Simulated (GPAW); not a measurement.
# NaAsF6 (R-3): one start, several treatments of the self-energy

Aim: compare treatments of exchange, screening and correlation for the gap of NaAsF6 (R-3).

Main program and level: GPAW 26.7.0; LDA and many-body steps on it, plane waves.

## 1. Set-up

It takes space group R-3 (No. 148, trigonal). Conventional cell: a = 5.097 Å, b = 5.097 Å, c = 14.122 Å, α = 90.00°, β = 90.00°, γ = 120.00°. Nearest to Na lie 6 F at 2.28 Å. Nearest to As lie 6 F at 1.74 Å. Nearest to F lie 1 As at 1.74 Å and 1 Na at 2.28 Å. Farther neighbours and most contacts between anions are not listed.

Coordinates:

```
Na As F
1.0
     2.54832    1.47127    4.70729
    -2.54832    1.47127    4.70729
     0.00000   -2.94254    4.70729
Na As F
1 1 6
Direct
  0.50000 0.50000 0.50000
  0.00000 0.00000 0.00000
  0.34813 0.07607 0.79001
  0.79001 0.34813 0.07607
  0.07607 0.79001 0.34813
  0.65187 0.92393 0.20999
  0.20999 0.65187 0.92393
  0.92393 0.20999 0.65187
```

The cell and positions are those that the Materials Project relaxed with its own functionals (PBE, PBE+U or r2SCAN), kept fixed.

## 2. Empty states on the mesh, 2×2×2 mesh, 366 bands

This step: GPAW 26.7.0; DFT, LDA, plane waves, PAW.

The sums over transitions need many empty states on a uniform mesh; this step solves for them.

run.py reads:

```python
import json
import numpy as np
from gpaw.mpi import world
from gpaw import GPAW

calc = GPAW('gs.gpw').fixed_density(kpts={'size': (2, 2, 2), 'gamma': True},
    parallel={'domain': 1, 'band': 1},
    txt='nscf.txt')
calc.diagonalize_full_hamiltonian(nbands=366)
calc.write('full.gpw', mode='all')
res = {}
kpts = calc.get_ibz_k_points()
res['kpts'] = kpts
res['eigenvalues'] = [calc.get_eigenvalues(kpt=k) for k in range(len(kpts))]
res['n_electrons'] = calc.get_number_of_electrons()

if world.rank == 0:
    with open('result.json', 'w') as f:
        json.dump(res, f, default=lambda x: x.tolist())
```

The run is started by

```console
$ mpirun -n 4 gpaw python run.py
```

Numbers of over 12 decimals in the logs are rounded to 6 here.

What it wrote:

```text
Diagonalizing LCAO Hamiltonian
Converting LCAO to pw mode
convergence criteria:
- Maximum integral of absolute [eigenst]ate change: 4e-08 eV^2 / valence electron
maximum number of iterations: 100

SCF iterations
|iter     |     time |      energy | eigst |  dens |
|iter:   1|  |             | +0.52 |       |
|iter:   2|  |             | -0.70 |       |
|iter:   3|  |             | -0.98 |       |
[...]
|iter:  26|  |             | -7.14 |       |
|iter:  27|  |             | -7.40 |       |
|iter:  28|  |             | -7.67c|       |
SCF steps: 28
  __  _  _
 | _ |_)|_||  |
 |__||  | ||/\| - 26.7.0

Input parameters:
  mode=PW(ecut=600.0),
  convergence={'density': 1e-06, 'bands': -3},
  gpts=array([32, 32, 32]),
  kpts=MonkhorstPack(size=(2, 2, 2), gamma=True),
  maxiter=100,
  nbands=37,
  occupations=Occupations(name='fermi-dirac', width=0.001, fixmagmom=False),
  parallel={'domain': 1, 'band': 1},
  xc=XC(name='LDA')
Matrix size: 3529x3529
# Writing to full.gpw (mode='all')
  [... matrices ...]

timing:  # [seconds]
  Total: 39.868  # ━━━━━━━━━━━━━━━━━━━━━━━━━━━━━━━━━━━━━━━━━━━━━━━━━━━━━━━━━━
```

Elapsed: 49 s, on 4 MPI ranks of Arm Neoverse V1, shared host; peak memory 4 GiB.

This step gave:

```yaml
gap: 5.466 eV
k_of_the_valence_top: 0.5, 0.5, 0
k_of_the_conduction_bottom: 0, 0, 0
least_direct_gap: 5.545 eV
k_points_computed: 4
lowest_point_of_the_top_converged_band_above_the_valence_top: 124.3293 eV
```

On this mesh the gap is 5.466 eV.

## 3. G0W0, Godby-Needs plasmon pole

Now the one-shot GW correction: screening in the RPA, then the self-energy of the levels asked for.

This step: G0W0 on LDA, plane waves, PAW.

run.py reads:

```python
import json
import numpy as np
from gpaw.mpi import world
from gpaw.response.g0w0 import G0W0

gw = G0W0('full.gpw',
    filename='gw',
    kpts=[0, 2],
    bands=(25, 29),
    ecut=78,
    nbands=165,
    integrate_gamma='WS',
    ppa=True)
gw.calculate()
res = {mode: {k: v for k, v in r.items() if k != 'sigma_eskwn'}
       for mode, r in gw.all_results.items()}

if world.rank == 0:
    with open('result.json', 'w') as f:
        json.dump(res, f, default=lambda x: x.tolist())
```

The run is started by

```console
$ mpirun -n 4 gpaw python run.py
```

What it wrote:

```text
Using integrator: PointIntegrator
FrequencyGridDescriptor(from 0.000+0.000j to 0.000+27.211j eV, 2 points)
Nonperiodic BCs:  [False False False]
Using integrator: PointIntegrator
FrequencyGridDescriptor(from 0.000+0.000j to 0.000+27.211j eV, 2 points)
Nonperiodic BCs:  [False False False]
  ___  _ _ _
 |   || | | |
 | | || | | |
 |__ ||_____|
 |___|

BZ k-points: Symmetries present (total): 6

  [... matrices ...]
8 k-points: 2 x 2 x 2 Monkhorst-Pack grid + [1/4,1/4,1/4]
4 k-points in the irreducible part of the Brillouin zone
       k-points in crystal coordinates                weights
   0:     0.00000000    0.00000000    0.00000000          1/8
   1:     0.50000000    0.00000000    0.00000000          3/8
   2:     0.50000000    0.50000000    0.00000000          3/8
   3:     0.50000000    0.50000000    0.50000000          1/8

Distributing spins, k-points and bands (1 x 2 x 4) over 4 processes
Number of blocks: 1

Quasi particle states:
k-points (IBZ indices): [0, 2]
Band range: (25, 29)
  [... matrices ...]
Computational parameters:
Plane wave cut-off: 78 eV
Number of bands: 165
Coulomb cutoff: None
Broadening: 0.1 eV

fxc modes: GW
Kernel: RPA
Using Godby-Needs plasmon-pole approximation:
  Fitting energy: i*E0, E0 = 1.000 Hartree
Summing all q:

Calculating screened Coulomb potential
No Coulomb truncation
FrequencyGridDescriptor(from 0.000+0.000j to 0.000+27.211j eV, 2 points)
Removing empty qpoint cache files...

Calculating chi0 body with:
    Ground state adapter containing:
    Number of spins: 1
    Number of kpoints: 8
    Number of irreducible kpoints: 4
    Number of completely occupied states: 27
    Number of partially occupied states: 27
    Occupied states memory: 13.5 M / cpu

    Linear response parametrization:
    q_c: [0.0, 0.0, 0.0]
    Number of frequency points: 2
    Planewave cutoff: 78.0
    Number of bands: 165
    Number of planewaves: 169
    Broadening (eta): 1e-06
    comm.size: 4
    kncomm.size: 4
    blockcomm.size: 1

    Memory estimate of potentially large arrays:
        chi0_wGG: 0.871613 M / cpu
Integrating chi0 body.

Symmetries of q_c:
    Direct symmetries (Uq -> q): 6
    Indirect symmetries (TUq -> q): 0
In total 6 allowed symmetries.

  [... matrices ...]
4 groups of equivalent kpoints. 50.0% reduction.

Integral kind: response function
Integrating chi0 head and wings.

Symmetries of q_c:
    Direct symmetries (Uq -> q): 6
    Indirect symmetries (TUq -> q): 0
In total 6 allowed symmetries.

  [... matrices ...]
4 groups of equivalent kpoints. 50.0% reduction.

Integral kind: response function wings

Calculating chi0 body with:
    Ground state adapter containing:
    Number of spins: 1
    Number of kpoints: 8
    Number of irreducible kpoints: 4
    Number of completely occupied states: 27
    Number of partially occupied states: 27
    Occupied states memory: 13.5 M / cpu

    Linear response parametrization:
    q_c: [0.5, 0.0, 0.0]
[... the further q-points ...]

Results:
f:      Occupation numbers
eps:     KS-eigenvalues [eV]
vxc:     KS vxc [eV]
exx:     Exact exchange [eV]
sigma:   Self-energies [eV]
dsigma:  Self-energy derivatives
Z:       Renormalization factors
qp:      QP-energies [eV]

k-point 0 (0): (0.000, 0.000, 0.000)                GW
band       f     eps     vxc     exx   sigma  dsigma       Z      qp
                                                                   GW
  25   1.000  -2.551 -24.456 -32.389   5.112  -0.218   0.821  -4.867
  26   1.000  -2.551 -24.456 -32.389   5.112  -0.218   0.821  -4.867
  27   0.000   2.994 -20.247 -14.674  -2.032  -0.142   0.876   6.095
  28   0.000   7.712 -14.585  -8.802  -2.592  -0.098   0.911  10.618

k-point 1 (2): (0.500, 0.500, 0.000)                GW
band       f     eps     vxc     exx   sigma  dsigma       Z      qp
                                                                   GW
  25   1.000  -2.570 -24.375 -32.287   5.086  -0.218   0.821  -4.891
  26   1.000  -2.472 -24.575 -32.481   5.106  -0.218   0.821  -4.771
  27   0.000   3.964 -24.434 -18.200  -1.827  -0.161   0.862   7.761
  28   0.000   8.356 -14.752  -9.142  -2.642  -0.126   0.888  10.993
```

Run time: 17 s. Hardware: 4 MPI ranks; peak memory 1.6 GiB; 69 s of CPU time.

This step gave:

* G0W0 gap on the points computed: 10.87 eV
* least direct G0W0 gap on the computed points: 10.96 eV
* Z at the valence top: 0.8211
* Z at the conduction bottom: 0.8758
* starting gap on the mesh: 5.466 eV
* k of the valence top: 0.5, 0.5, 0
* k of the conduction bottom: 0, 0, 0

The gap on the mesh goes from 5.47 eV to 10.87 eV, a correction of +5.40 eV.

## 4. One-shot HSE06

This step: one-shot HSE06 levels on LDA orbitals, plane waves, PAW.

run.py reads:

```python
import json
import numpy as np
from gpaw.mpi import world
from gpaw.hybrids.eigenvalues import non_self_consistent_eigenvalues

dft, vxc, vxc_hyb = non_self_consistent_eigenvalues('full.gpw', 'HSE06', 25, 29, kpt_indices=[0, 2])
res = {'dft': dft[0], 'hybrid': (dft - vxc + vxc_hyb)[0]}
if world.rank == 0:
    with open('hybrid.txt', 'w') as f:
        for k, e0, e1 in zip([0, 2], res['dft'], res['hybrid']):
            print(k, ' '.join(f'{x:9.4f}' for x in e0), '|', ' '.join(f'{x:9.4f}' for x in e1), file=f)

if world.rank == 0:
    with open('result.json', 'w') as f:
        json.dump(res, f, default=lambda x: x.tolist())
```

The run is started by

```console
$ mpirun -n 4 gpaw python run.py
```

What it wrote:

```text
IBZ(<points: 4, symmetries: 6>)
Occupied bands: 27
Transforming wave functions from IBZ to BZ: 0.009 seconds
Distributing wave functions and iFFT-ing to real space: 0.064 seconds
Calculating eigenvalues:
  k-points: 2
  Bands: 25-28 (inclusive)
  Seconds: 0.425 (wave-function broadcasting: 0.015 seconds)
HSE06-eigenvalue shifts:
  min: -1.880 eV
  ave: -0.394 eV
  max: 1.222 eV
```

The job ended after 3.5 s (4 MPI ranks; peak memory 0.48 GiB; 14 s of CPU time).

Numbers from this step:

```yaml
starting_gap_on_the_mesh: 5.466 eV
hybrid_gap_on_the_mesh: 8.318 eV
least_direct_hybrid_gap_on_the_computed_points: 8.400 eV
```

## 5. G0W0, extrapolated in the cutoff

This step: G0W0 on LDA, plane waves, PAW.

run.py reads:

```python
import json
import numpy as np
from gpaw.mpi import world
from gpaw.response.g0w0 import G0W0

gw = G0W0('full.gpw',
    filename='gw',
    kpts=[0, 2],
    bands=(25, 29),
    ecut=130.0,
    integrate_gamma='WS',
    ppa=True,
    ecut_extrapolation=True)
gw.calculate()
res = {mode: {k: v for k, v in r.items() if k != 'sigma_eskwn'}
       for mode, r in gw.all_results.items()}

if world.rank == 0:
    with open('result.json', 'w') as f:
        json.dump(res, f, default=lambda x: x.tolist())
```

The run is started by

```console
$ mpirun -n 4 gpaw python run.py
```

What it wrote:

```text
Using integrator: PointIntegrator
FrequencyGridDescriptor(from 0.000+0.000j to 0.000+27.211j eV, 2 points)
Nonperiodic BCs:  [False False False]
Using integrator: PointIntegrator
FrequencyGridDescriptor(from 0.000+0.000j to 0.000+27.211j eV, 2 points)
Nonperiodic BCs:  [False False False]
  ___  _ _ _
 |   || | | |
 | | || | | |
 |__ ||_____|
 |___|

BZ k-points: Symmetries present (total): 6

  [... matrices ...]
8 k-points: 2 x 2 x 2 Monkhorst-Pack grid + [1/4,1/4,1/4]
4 k-points in the irreducible part of the Brillouin zone
       k-points in crystal coordinates                weights
   0:     0.00000000    0.00000000    0.00000000          1/8
   1:     0.50000000    0.00000000    0.00000000          3/8
   2:     0.50000000    0.50000000    0.00000000          3/8
   3:     0.50000000    0.50000000    0.50000000          1/8

Distributing spins, k-points and bands (1 x 2 x 4) over 4 processes
Number of blocks: 1

Quasi particle states:
k-points (IBZ indices): [0, 2]
Band range: (25, 29)
  [... matrices ...]
Computational parameters:
Extrapolating to infinite plane wave cut-off using points at:
  112.031 eV
  120.183 eV
  130.000 eV
Number of bands: 356
Coulomb cutoff: None
Broadening: 0.1 eV

fxc modes: GW
Kernel: RPA
Using Godby-Needs plasmon-pole approximation:
  Fitting energy: i*E0, E0 = 1.000 Hartree
Summing all q:

Calculating screened Coulomb potential
No Coulomb truncation
FrequencyGridDescriptor(from 0.000+0.000j to 0.000+27.211j eV, 2 points)
Removing empty qpoint cache files...

Calculating chi0 body with:
    Ground state adapter containing:
    Number of spins: 1
    Number of kpoints: 8
    Number of irreducible kpoints: 4
    Number of completely occupied states: 27
    Number of partially occupied states: 27
[...]
Integrating chi0 body.

Symmetries of q_c:
    Direct symmetries (Uq -> q): 6
    Indirect symmetries (TUq -> q): 0
In total 6 allowed symmetries.

  [... matrices ...]
4 groups of equivalent kpoints. 50.0% reduction.

Integral kind: response function
Integrating chi0 head and wings.

Symmetries of q_c:
    Direct symmetries (Uq -> q): 6
    Indirect symmetries (TUq -> q): 0
In total 6 allowed symmetries.

  [... matrices ...]
4 groups of equivalent kpoints. 50.0% reduction.

Integral kind: response function wings

Calculating chi0 body with:
    Ground state adapter containing:
    Number of spins: 1
    Number of kpoints: 8
    Number of irreducible kpoints: 4
    Number of completely occupied states: 27
    Number of partially occupied states: 27
    Occupied states memory: 13.5 M / cpu

    Linear response parametrization:
    q_c: [0.0, 0.0, 0.0]
[... the further q-points ...]
Extrapolating selfenergy to infinite energy cutoff:
  Performing linear fit to 3 points
  Warning: Bad quality of linear fit for some (n,k).
           Higher cutoff might be necessary.
  Minimum R^2 = 0.0049. (R^2 Should be close to 1)
  [... matrices ...]
Results:
f:      Occupation numbers
eps:     KS-eigenvalues [eV]
vxc:     KS vxc [eV]
exx:     Exact exchange [eV]
sigma:   Self-energies [eV]
dsigma:  Self-energy derivatives
Z:       Renormalization factors
qp:      QP-energies [eV]

k-point 0 (0): (0.000, 0.000, 0.000)                GW
band       f     eps     vxc     exx   sigma  dsigma       Z      qp
                                                                   GW
  25   1.000  -2.551 -24.456 -32.389   4.883  -0.240   0.807  -5.012
  26   1.000  -2.551 -24.456 -32.389   4.883  -0.240   0.807  -5.012
  27   0.000   2.994 -20.247 -14.674  -2.298  -0.160   0.862   5.817
[...]
k-point 1 (2): (0.500, 0.500, 0.000)                GW
band       f     eps     vxc     exx   sigma  dsigma       Z      qp
                                                                   GW
[...]
27   0.000   3.964 -24.434 -18.200  -2.287  -0.184   0.845   7.299
  28   0.000   8.356 -14.752  -9.142  -2.856  -0.131   0.884  10.790
```

Elapsed: 85 s, on 4 MPI ranks; peak memory 2.3 GiB.

Numbers from this step:

| Item | Value |
| --- | --- |
| quasiparticle gap on the points computed | 10.72 eV |
| least direct quasiparticle gap on the computed points | 10.83 eV |
| Z at the valence top | 0.8069 |
| Z at the conduction bottom | 0.8618 |
| starting gap on the mesh | 5.466 eV |
| k of the valence top | 0.5, 0.5, 0 |
| k of the conduction bottom | 0, 0, 0 |
| gaps at the cutoffs of the extrapolation | 10.75, 10.75, 10.75 eV |

Against G0W0 in GPAW (2×2×2 mesh, 165 bands, screening to 78 eV, Godby-Needs plasmon pole), the gap moves by −0.142 eV.

## 6. One-shot Hartree-Fock

This step: one-shot Hartree-Fock levels on LDA orbitals, plane waves, PAW.

run.py reads:

```python
import json
import numpy as np
from gpaw.mpi import world
from gpaw.hybrids.eigenvalues import non_self_consistent_eigenvalues

dft, vxc, vxc_hyb = non_self_consistent_eigenvalues('full.gpw', 'EXX', 25, 29, kpt_indices=[0, 2])
res = {'dft': dft[0], 'hybrid': (dft - vxc + vxc_hyb)[0]}
if world.rank == 0:
    with open('hybrid.txt', 'w') as f:
        for k, e0, e1 in zip([0, 2], res['dft'], res['hybrid']):
            print(k, ' '.join(f'{x:9.4f}' for x in e0), '|', ' '.join(f'{x:9.4f}' for x in e1), file=f)

if world.rank == 0:
    with open('result.json', 'w') as f:
        json.dump(res, f, default=lambda x: x.tolist())
```

The run is started by

```console
$ mpirun -n 4 gpaw python run.py
```

What it wrote:

```text
IBZ(<points: 4, symmetries: 6>)
Occupied bands: 27
Transforming wave functions from IBZ to BZ: 0.009 seconds
Distributing wave functions and iFFT-ing to real space: 0.063 seconds
Calculating eigenvalues:
  k-points: 2
  Bands: 25-28 (inclusive)
  Seconds: 0.486 (wave-function broadcasting: 0.015 seconds)
HSE06-eigenvalue shifts:
  min: -7.933 eV
  ave: -1.061 eV
  max: 6.234 eV
```

Run time: 3 s. Hardware: 4 MPI ranks; peak memory 0.49 GiB; 12 s of CPU time.

Numbers from this step:

- starting gap on the mesh: 5.466 eV
- hybrid gap on the mesh: 18.95 eV
- least direct hybrid gap on the computed points: 19.05 eV

## 7. G0W0, full frequency, Hilbert transform

This step: G0W0 on LDA, plane waves, PAW.

run.py reads:

```python
import json
import numpy as np
from gpaw.mpi import world
from gpaw.response.g0w0 import G0W0

gw = G0W0('full.gpw',
    filename='gw',
    kpts=[0, 2],
    bands=(25, 29),
    ecut=78,
    nbands=165,
    integrate_gamma='WS',
    frequencies={'type': 'nonlinear', 'domega0': 0.1, 'omega2': 15.0},
    eta=0.1,
    nblocksmax=True)
gw.calculate()
res = {mode: {k: v for k, v in r.items() if k != 'sigma_eskwn'}
       for mode, r in gw.all_results.items()}

if world.rank == 0:
    with open('result.json', 'w') as f:
        json.dump(res, f, default=lambda x: x.tolist())
```

The run is started by

```console
$ mpirun -n 4 gpaw python run.py
```

What it wrote:

```text
Using integrator: PointIntegrator
NonLinearFrequencyDescriptor(from 0.000 to 92.189 eV, 261 points)
Nonperiodic BCs:  [False False False]
Using integrator: PointIntegrator
NonLinearFrequencyDescriptor(from 0.000 to 92.189 eV, 261 points)
Nonperiodic BCs:  [False False False]
  ___  _ _ _
 |   || | | |
 | | || | | |
 |__ ||_____|
 |___|

BZ k-points: Symmetries present (total): 6

  [... matrices ...]
8 k-points: 2 x 2 x 2 Monkhorst-Pack grid + [1/4,1/4,1/4]
4 k-points in the irreducible part of the Brillouin zone
       k-points in crystal coordinates                weights
[...]
GW
  25   1.000  -2.551 -24.456 -32.389   5.109  -0.232   0.811  -4.844
  26   1.000  -2.551 -24.456 -32.389   5.109  -0.232   0.811  -4.844
  27   0.000   2.994 -20.247 -14.674  -2.030  -0.150   0.869   6.074
[...]
k-point 1 (2): (0.500, 0.500, 0.000)                GW
band       f     eps     vxc     exx   sigma  dsigma       Z      qp
                                                                   GW
[...]
27   0.000   3.964 -24.434 -18.200  -1.848  -0.181   0.847   7.677
  28   0.000   8.356 -14.752  -9.142  -2.644  -0.150   0.870  10.935
```

It took 54 s on 4 MPI ranks; peak memory 1.9 GiB; 3.6 min of CPU time.

This step gave:

```
G0W0 gap on the points computed              : 10.82 eV
least direct G0W0 gap on the computed points : 10.92 eV
starting gap on the mesh                     : 5.466 eV
k of the valence top                         : 0.5, 0.5, 0
k of the conduction bottom                   : 0, 0, 0
```

Against G0W0 in GPAW (2×2×2 mesh, 165 bands, screening to 78 eV, Godby-Needs plasmon pole), the gap moves by −0.048 eV.

## 8. The runs together

Times are wall times on 4 MPI ranks of Arm Neoverse V1, shared host, good to a factor of about two.

| run | mesh | bands | screening cutoff (eV) | DFT gap (eV) | gap on the mesh (eV) | direct (eV) | time |
| --- | --- | --- | --- | --- | --- | --- | --- |
| G0W0, Godby-Needs plasmon pole | 2×2×2 | 165 | 78 | 5.466 | 10.866 | 10.963 | 17 s |
| one-shot HSE06 | 2×2×2 | - | - | 5.466 | 8.318 | 8.400 | 3.5 s |
| G0W0, extrapolated in the cutoff | 2×2×2 | - | 130 | 5.466 | 10.724 | 10.828 | 85 s |
| one-shot Hartree-Fock | 2×2×2 | - | - | 5.466 | 18.945 | 19.052 | 3 s |
| G0W0, full frequency, Hilbert transform | 2×2×2 | 165 | 78 | 5.466 | 10.818 | 10.917 | 54 s |

## 9. Outcome

| Quantity | Value |
| --- | --- |
| G0W0, Godby-Needs plasmon pole | 10.866 eV |
| one-shot HSE06 | 8.318 eV |
| G0W0, extrapolated in the cutoff | 10.724 eV |
| one-shot Hartree-Fock | 18.945 eV |
| G0W0, full frequency, Hilbert transform | 10.818 eV |
| known limits | not at the basis limit; no spin-orbit coupling; coarse k mesh |

**Reading.** One-shot HSE06: −2.549 eV against G0W0, Godby-Needs plasmon pole. G0W0, extrapolated in the cutoff: −0.142 eV against G0W0, Godby-Needs plasmon pole, at other bands or cutoff, so not like for like. One-shot Hartree-Fock: +8.079 eV against G0W0, Godby-Needs plasmon pole. G0W0, full frequency, Hilbert transform: −0.048 eV against G0W0, Godby-Needs plasmon pole. Bare exchange alone opens the gap to 18.95 eV; against G0W0, correlation takes back 8.08 eV. One-shot hybrid levels are evaluated on the LDA orbitals. Bands and cutoff are finite, so the gap is not at the basis limit. The miss can reach some tenths of an eV and take either sign; the mesh is an error of its own. These stock PAW sets were not made for GW; the filled d or f shell of As lies in the frozen core, which bears on start and correction. In the G0W0 runs levels were corrected at 2 k points alone, so a gap called «on the mesh» is the least over those, and an edge elsewhere would be missed. The program warns of a poor linear fit in the extrapolation of some level, so the extrapolated values are rough. The 2×2×2 mesh is coarse for this cell, which bears on the long-range parts of exchange and screening. The many-body steps are scalar-relativistic: spin-orbit coupling is not in them.

[Paths, hosts, dates, memory and timing lines, banners, echoed tables and standing remarks are left out of the program output.]

[Logs are printed without paths, hosts, clocks, repeated set-up lines and the standing remarks that a program may print on its own settings, such as how far it seeks lower states.]

[Runs of the session that timed out or met a known fault of the program may be left out.]

[Hosts, paths, dates, database ids (printed as entryN), source tags and the programs' standing remarks are cut or masked in the printed files.]
